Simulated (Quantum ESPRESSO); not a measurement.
# MnSi: orders under volume

Aim: follow moments and order energies of MnSi with volume.

Calculated with Quantum ESPRESSO 7.5; PBE; plane waves with GBRV 1.5 PBE potentials, no spin-orbit coupling.

Most raw output is cut from this account.

## 1. The starting structure

The structure is cubic, space group P2_13 (No. 198). Conventional cell: a = 4.558 Å, b = 4.558 Å, c = 4.558 Å, α = 90.00°, β = 90.00°, γ = 90.00°. Nearest to Mn lie 7 Si at 2.31 to 2.55 Å. Nearest to Si lie 7 Mn at 2.31 to 2.55 Å. Farther neighbours are not listed.

The lattice constants were typed from memory of published values and not checked against a source.

## 2. Volume 0.91, ferro ++++

All lengths scale alike; the factor is that of the volume. Atoms keep their fractional places. Seeded atoms are those given a starting moment.

Contents of pw.in:

```
&CONTROL
  calculation = 'scf'
  prefix = 'pwscf'
  outdir = './tmp'
  pseudo_dir = './pseudo'
  disk_io = 'nowf'
  tprnfor = .true.
  tstress = .true.
/
&SYSTEM
  ibrav = 0
  celldm(1) = 8
  nat = 8
  ntyp = 2
  ecutwfc = 40
  ecutrho = 280
  nbnd = 57
  occupations = 'smearing'
  smearing = 'fd'
  degauss = 0.00367493
  nspin = 2
  starting_magnetization(1) = 0.2333
  starting_magnetization(2) = 0
/
&ELECTRONS
  conv_thr = 1.6d-08
  electron_maxstep = 150
  mixing_beta = 0.3
/
ATOMIC_SPECIES
Mn     54.9380 mn_pbe_v1.5.uspp.F.UPF
Si     28.0850 si_pbe_v1.uspp.F.UPF
CELL_PARAMETERS alat
   1.0433507478272    0.0000000000000    0.0000000000000
   0.0000000000000    1.0433507478272    0.0000000000000
   0.0000000000000    0.0000000000000    1.0433507478272
ATOMIC_POSITIONS crystal
Mn      0.1370000000    0.1370000000    0.1370000000
Mn      0.6370000000    0.3630000000    0.8630000000
Mn      0.8630000000    0.6370000000    0.3630000000
Mn      0.3630000000    0.8630000000    0.6370000000
Si      0.8450000000    0.8450000000    0.8450000000
Si      0.3450000000    0.6550000000    0.1550000000
Si      0.1550000000    0.3450000000    0.6550000000
Si      0.6550000000    0.1550000000    0.3450000000
K_POINTS automatic
6 6 6 0 0 0
```

On the command line:

```bash
$ OMP_NUM_THREADS=1 mpirun -n 4 pw.x -nk 4 -in pw.in > pw.out
```

Run time: 1.9 min. Hardware: 4 MPI ranks of Arm Neoverse N1, shared host; peak memory 0.55 GiB.

Spin moment in the atom's sphere by atom:

| atom | spin moment in the atom's sphere (μB) |
| --- | --- |
| Mn1 | 0.835 |
| Mn2 | 0.835 |
| Mn3 | 0.835 |
| Mn4 | 0.835 |
| Si5 | -0.030 |
| Si6 | -0.030 |
| Si7 | -0.030 |
| Si8 | -0.030 |

Numbers from this step:

```
smearing term TS       : 0.04864 eV
pressure               : 16.05 GPa
magnetization          : 3.343 μB
absolute magnetization : 3.827 μB
final state            : ferromagnetic
```

## 3. Volume 0.91, no spin polarisation

pw.in, as its differences from that of step 2:

```diff
@@ -16,3 +16,3 @@
   ecutrho = 280
-  nbnd = 57
+  nbnd = 50
   occupations = 'smearing'
@@ -20,5 +20,2 @@
   degauss = 0.00367493
-  nspin = 2
-  starting_magnetization(1) = 0.2333
-  starting_magnetization(2) = 0
 /
```

Run time: 40 s. Hardware: 4 MPI ranks; peak memory 0.46 GiB.

Read from the output:

| Item | Value |
| --- | --- |
| smearing term TS | 0.07550 eV |
| pressure | 13.9 GPa |
| final state | non-magnetic (no spin polarisation) |

## 4. Volume 1.09, ferro ++++

pw.in, as its differences from that of step 3:

```diff
@@ -16,3 +16,3 @@
   ecutrho = 280
-  nbnd = 50
+  nbnd = 57
   occupations = 'smearing'
@@ -20,2 +20,5 @@
   degauss = 0.00367493
+  nspin = 2
+  starting_magnetization(1) = 0.2333
+  starting_magnetization(2) = 0
 /
@@ -30,5 +33,5 @@
 CELL_PARAMETERS alat
-   1.0433507478272    0.0000000000000    0.0000000000000
-   0.0000000000000    1.0433507478272    0.0000000000000
-   0.0000000000000    0.0000000000000    1.0433507478272
+   1.1080483215220    0.0000000000000    0.0000000000000
+   0.0000000000000    1.1080483215220    0.0000000000000
+   0.0000000000000    0.0000000000000    1.1080483215220
 ATOMIC_POSITIONS crystal
```

Run time: 1.8 min. Hardware: 4 MPI ranks; peak memory 0.62 GiB.

This step gave:

```yaml
smearing_term_ts: 0.04396 eV
pressure: -12.75 GPa
magnetization: 7.417 μB
absolute_magnetization: 8.914 μB
final_state: ferromagnetic
largest_moment: 1.945 μB
```

## 5. All points

The runs not shown differ from these in the moved quantity alone.

States, by row:

| volume | ferro ++++ | no spin polarisation |
| --- | --- | --- |
| 0.91 | ferromagnetic | non-magnetic |
| 0.94 | ferromagnetic | non-magnetic |
| 0.97 | ferromagnetic | non-magnetic |
| 1 | ferromagnetic | non-magnetic |
| 1.03 | ferromagnetic | non-magnetic |
| 1.06 | ferromagnetic | non-magnetic |
| 1.09 | ferromagnetic | non-magnetic |

Largest site moment, ferro ++++ against volume:

| volume (factor) | largest site moment, ferro ++++ (μB) |
| --- | --- |
| 0.9100 | 0.835 |
| 0.9400 | 0.922 |
| 0.9700 | 0.983 |
| 1.0000 | 1.02 |
| 1.0300 | 1.05 |
| 1.0600 | 1.35 |
| 1.0900 | 1.94 |

Energy less that of the parallel start, no spin polarisation against volume:

| volume (factor) | energy less that of the parallel start, no spin polarisation (meV a seeded atom) |
| --- | --- |
| 0.9100 | 29.7 |
| 0.9400 | 40.2 |
| 0.9700 | 51.8 |
| 1.0000 | 63.6 |
| 1.0300 | 75.2 |
| 1.0600 | 87.0 |
| 1.0900 | 120 |

Energy over the lowest against volume; values in meV an atom:

| volume (factor) | ferro ++++ | no spin polarisation |
| --- | --- | --- |
| 0.9100 | 35.6 | 50.4 |
| 0.9400 | 9.28 | 29.4 |
| 0.9700 | 0 | 25.9 |
| 1.0000 | 5.42 | 37.2 |
| 1.0300 | 23.4 | 61.0 |
| 1.0600 | 51.9 | 95.4 |
| 1.0900 | 78.6 | 139 |

## 6. Outcome

| Quantity | Value |
| --- | --- |
| moment, parallel start | 0.835 to 1.94 μB |
| states met from these starts | ferromagnetic |

The moment of the parallel start goes from 0.835 μB at 0.91 to 1.94 μB at 1.09. The net moment of the cell goes from 3.34 to 7.42 μB. The radius of the spheres follows the nearest distance, so part of the change of the site moments is the spheres'. Only a parallel start was run beside the spinless one, so opposed or spiral orders, which may lie lower, are not probed.

[Logs and program files are shortened in this print: banners, set-up blocks, solver, clock and traceback lines can be left out without a mark of their own.]

[Logs are printed without paths, hosts, clocks, repeated set-up lines and the standing remarks that a program may print on its own settings, such as how far it seeks lower states.]

[Hosts, paths, dates, database ids (printed as entryN), source tags and the programs' standing remarks are cut or masked in the printed files.]

[Where a cell is said to come from a database of computed structures, the database is the Materials Project.]
